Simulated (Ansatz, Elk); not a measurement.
**How far do independent atoms describe RbSc2P2?**

The structure of RbSc2P2 used here is made up (a known structure type with other elements) and was relaxed beforehand with PBE. The aim is the Fourier transform of its all-electron density, F(hkl), set beside the sum over free spherical atoms that refinements use.

Method: DFT, PBE, all-electron APW+lo, Dirac cores, scalar-relativistic bands, static density, no spin, in Elk 11.2.3 (patched build).

This account leaves out most program logs.

The structure was built from a prototype and need not be the compound's stable phase.

## (1) The starting structure

The structure is tetragonal, space group I4/mmm (No. 139). Conventional cell: a = 4.612 Å, b = 4.612 Å, c = 13.965 Å, α = 90.00°, β = 90.00°, γ = 90.00°. Nearest to Rb lie 8 P at 3.99 Å and 8 Sc at 4.18 Å. Sc has 4 P at 2.59 Å and 4 Sc at 3.26 Å and 4 Rb at 4.18 Å nearest. P has 4 Sc at 2.59 Å and 4 Rb at 3.99 Å and 4 P at 4.03 Å nearest. Farther neighbours are not listed.

## (2) Ground state and structure factors

An all-electron density is needed, since X-rays see the cores too. Task 0 finds the density and task 195 Fourier-transforms it; tshift is off so that phases refer to the origin typed.

elk.in reads:

```
tasks
  0
  195

xctype
  20

spinpol
  .false.

rgkmax
  7.0

gmaxvr
  14.0

lmaxo
  7

lmaxapw
  8

swidth
  0.002

tshift
  .false.

ramdisk
  .false.

hmaxvr
  5.5

maxscl
  120

epspot
  1e-06

sppath
  './'

avec
  -4.35790837403 4.35790837403 13.19498902844
  4.35790837403 -4.35790837403 13.19498902844
  4.35790837403 4.35790837403 -13.19498902844

atoms
  3
  'Rb.in'
  1
  0.0000000000 0.0000000000 0.0000000000   0.000000 0.000000 0.000000
  'Sc.in'
  2
  0.2500000000 0.7500000000 0.5000000000   0.000000 0.000000 0.000000
  0.7500000000 0.2500000000 0.5000000000   0.000000 0.000000 0.000000
  'P.in'
  2
  0.6650629700 0.6650629700 0.0000000000   0.000000 0.000000 0.000000
  0.3349370300 0.3349370300 0.0000000000   0.000000 0.000000 0.000000

ngridk
  7 7 7
```

On the command line:

```console
$ OMP_NUM_THREADS=4 elk
```

The job ended after 57 s (4 threads of Arm Neoverse V1, shared host; peak memory 0.28 GiB).

SFACRHO.OUT:

```text

h k l indices transformed by vhmat matrix:
   1.000000000       0.000000000       0.000000000    
   0.000000000       1.000000000       0.000000000    
   0.000000000       0.000000000       1.000000000    

      h      k      l  multipl.   |H|            Re(F)            Im(F)           |F|

      0      0      0      1   0.0000000       109.00000      0.45002395E-16   109.00000    
      1      1     -1      2  0.47617965      -17.764128     -0.10432940E-13   17.764128    
      0     -1      1      8  0.75919418       20.038075      0.17388234E-14   20.038075    
      2      2     -2      2  0.95235931       53.186833     -0.52164701E-14   53.186833    
      2      1     -1      8   1.0148251       55.202117      0.18583675E-13   55.202117    
      1     -1      0      4   1.0194989       22.086950     -0.30436149E-14   22.086950    
     -1     -1      0      8   1.1252223       51.895371      0.19127057E-13   51.895371    
      2      3     -2      8   1.3917105       19.467574     -0.86941169E-14   19.467574    
      2      2     -3      8   1.3951223      -11.434713     -0.19996469E-13   11.434713    
     -3     -3      3      2   1.4285390       19.186230     -0.23908821E-13   19.186230    
     -1      1     -1      4   1.4417892       77.371823      0.18831686E-13   77.371823    
     -2      0      2      8   1.5183884      -9.7113603      0.11302352E-13   9.7113603    
     -1      2      0     16   1.6294576       17.967205     -0.43470584E-14   17.967205    
     -3     -1      3      8   1.7279307       43.979024     -0.13910587E-13   43.979024    
     -2     -4      3      8   1.7550218       71.483506     -0.30755438E-13   71.483506    
      1      2      0     16   1.7631296       44.397756      0.16247131E-13   44.397756    
      3      4     -3      8   1.8158581       16.296342     -0.10432940E-13   16.296342    
     -4     -4      4      2   1.9047186       43.734124      0.17388234E-14   43.734124
```

Elk indexes on the primitive cell of elk.in and gives |H| = 4π sin θ/λ in inverse bohr. Below, one row stands for each form hkl of the conventional cell (m members, Friedel mates merged), F is for one primitive cell and the density is static (no thermal factor). Free-atom factors are Waasmaier and Kirfel's, and R is Σm||F|−|F'||/Σm|F|.

| hkl | m | sin θ/λ (Å⁻¹) | abs F, DFT | neutral atoms | diff. |
| --- | --- | --- | --- | --- | --- |
| 002 | 2 | 0.072 | 17.764 | 17.150 | +0.614 |
| 101 | 8 | 0.114 | 20.038 | 20.363 | -0.325 |
| 004 | 2 | 0.143 | 53.187 | 53.079 | +0.107 |
| 103 | 8 | 0.153 | 55.202 | 54.659 | +0.543 |
| 110 | 4 | 0.153 | 22.087 | 21.514 | +0.573 |
| 112 | 8 | 0.169 | 51.895 | 52.189 | -0.293 |
| 105 | 8 | 0.209 | 19.468 | 19.716 | -0.249 |
| 114 | 8 | 0.210 | 11.435 | 11.593 | -0.158 |
| 006 | 2 | 0.215 | 19.186 | 19.241 | -0.054 |
| 200 | 4 | 0.217 | 77.372 | 77.825 | -0.454 |
| 202 | 8 | 0.228 | 9.711 | 9.958 | -0.246 |
| 211 | 16 | 0.245 | 17.967 | 17.772 | +0.195 |
| 204 | 8 | 0.260 | 43.979 | 43.858 | +0.121 |
| 116 | 8 | 0.264 | 71.484 | 71.463 | +0.020 |
| 213 | 16 | 0.265 | 44.398 | 44.688 | -0.291 |
| 107 | 8 | 0.273 | 16.296 | 16.155 | +0.141 |
| 008 | 2 | 0.286 | 43.734 | 43.683 | +0.051 |
| 215 | 16 | 0.301 | 17.426 | 17.288 | +0.138 |
| 206 | 8 | 0.305 | 17.244 | 17.412 | -0.167 |
| 220 | 4 | 0.307 | 66.250 | 66.469 | -0.218 |
| 222 | 8 | 0.315 | 7.522 | 7.620 | -0.097 |
| 118 | 8 | 0.325 | 6.563 | 6.487 | +0.076 |

## (3) The highest occupied states alone

An energy window below the Fermi level keeps the highest occupied states, to see at which angles they scatter; shallow core shells can lie inside it and anion s states outside. No new self-consistency is needed.

elk.in: that of step 2 with these lines changed.

```diff
@@ -1,3 +1,2 @@
 tasks
-  0
   195
@@ -40,2 +39,5 @@
 
+wsfac
+  -0.209300 0.458200
+
 sppath
```

On the command line:

```console
$ OMP_NUM_THREADS=4 elk
```

It took 19 s on 4 threads; peak memory 0.2 GiB; 22 s of CPU time.

States within 10 eV below the Fermi level hold 16.14 electrons; any levels below the window count with the cores, and a count that is not whole means the window cuts a band. Their amplitudes can exceed the total, where window and core parts have opposite phase:

| hkl | sin θ/λ (Å⁻¹) | abs F, window | abs F, all |
| --- | --- | --- | --- |
| 002 | 0.072 | 7.596 | 17.764 |
| 101 | 0.114 | 3.067 | 20.038 |
| 004 | 0.143 | 0.734 | 53.187 |
| 103 | 0.153 | 4.089 | 55.202 |
| 110 | 0.153 | 2.890 | 22.087 |
| 112 | 0.169 | 0.671 | 51.895 |
| 105 | 0.209 | 0.892 | 19.468 |
| 114 | 0.210 | 1.364 | 11.435 |
| 006 | 0.215 | 0.728 | 19.186 |
| 200 | 0.217 | 1.566 | 77.372 |

## (4) Another functional

The difference from free atoms is small, so it is set against the change that LDA (Perdew-Wang) makes.

elk.in: that of step 3 with these lines changed.

```diff
@@ -1,2 +1,3 @@
 tasks
+  0
   195
@@ -4,3 +5,3 @@
 xctype
-  20
+  3
 
@@ -39,5 +40,2 @@
 
-wsfac
-  -0.209300 0.458200
-
 sppath
```

On the command line:

```console
$ OMP_NUM_THREADS=4 elk
```

Wall time 36 s (4 threads); peak memory 0.23 GiB; 97 s of CPU time.

Against the first run R = 0.07 %; the largest change is -0.051 at 110.

## (5) Basis size

The basis and the expansions that go with it are enlarged, to see whether the differences are converged.

elk.in: that of step 4 with these lines changed.

```diff
@@ -5,3 +5,3 @@
 xctype
-  3
+  20
 
@@ -11,12 +11,12 @@
 rgkmax
-  7.0
+  8.5
 
 gmaxvr
-  14.0
+  18.0
 
 lmaxo
-  7
+  9
 
 lmaxapw
-  8
+  10
```

On the command line:

```console
$ OMP_NUM_THREADS=4 elk
```

The job ended after 2.6 min (4 threads; peak memory 0.6 GiB; 7.1 min of CPU time).

Against the first run R = 0.01 %; the largest change is -0.008 at 420.

## (6) Settings against the effect

| run | R against the first run (%) | R against neutral atoms, low angle (%) | wall time |
| --- | --- | --- | --- |
| PBE, rgkmax 7 | 0.00 | 0.75 | 57 s |
| LDA (Perdew-Wang) | 0.07 | 0.71 | 36 s |
| rgkmax 8.5 with larger expansions | 0.01 | 0.75 | 2.6 min |

## (7) Summary of results

```
R against neutral atoms, sin θ/λ < 0.3 Å⁻¹ : 0.75 %
R against neutral atoms, 0.3 to 0.68 Å⁻¹   : 0.21 %
```

What this shows: Independent neutral atoms miss the calculated amplitudes by R = 0.75 % below 0.3 Å⁻¹ and 0.21 % from there to 0.68 Å⁻¹; by shells, 1.34 % below 0.15 Å⁻¹ (3 forms), 0.70 % 0.15 to 0.3 (14 forms), 0.27 % 0.3 to 0.45 (32 forms), 0.19 % above 0.45 (100 forms). Bonding, aspherical density and the tables' own atoms all enter these figures, and the runs don't part them. The largest change of an amplitude is +0.61 electrons, at 002. The window's part falls from 16.1 electrons at the origin to at most 0.29 between 0.45 and 0.68 Å⁻¹. Below 0.3 Å⁻¹ the changes that finished (LDA (Perdew-Wang) and rgkmax 8.5 with larger expansions) move F by R = 0.05 % at most, against the 0.75 % that separates it from free atoms. The k-mesh has no finished test. Part of the difference isn't bonding: the tables are fits to free atoms and ions calculated by other methods than this functional. Thermal motion, anomalous dispersion and extinction are left out.

[Logs are printed without paths, hosts, clocks, repeated set-up lines and the standing remarks that a program may print on its own settings, such as how far it seeks lower states.]

[Hosts, paths, dates, database ids (printed as entryN), source tags and the programs' standing remarks are cut or masked in the printed files.]
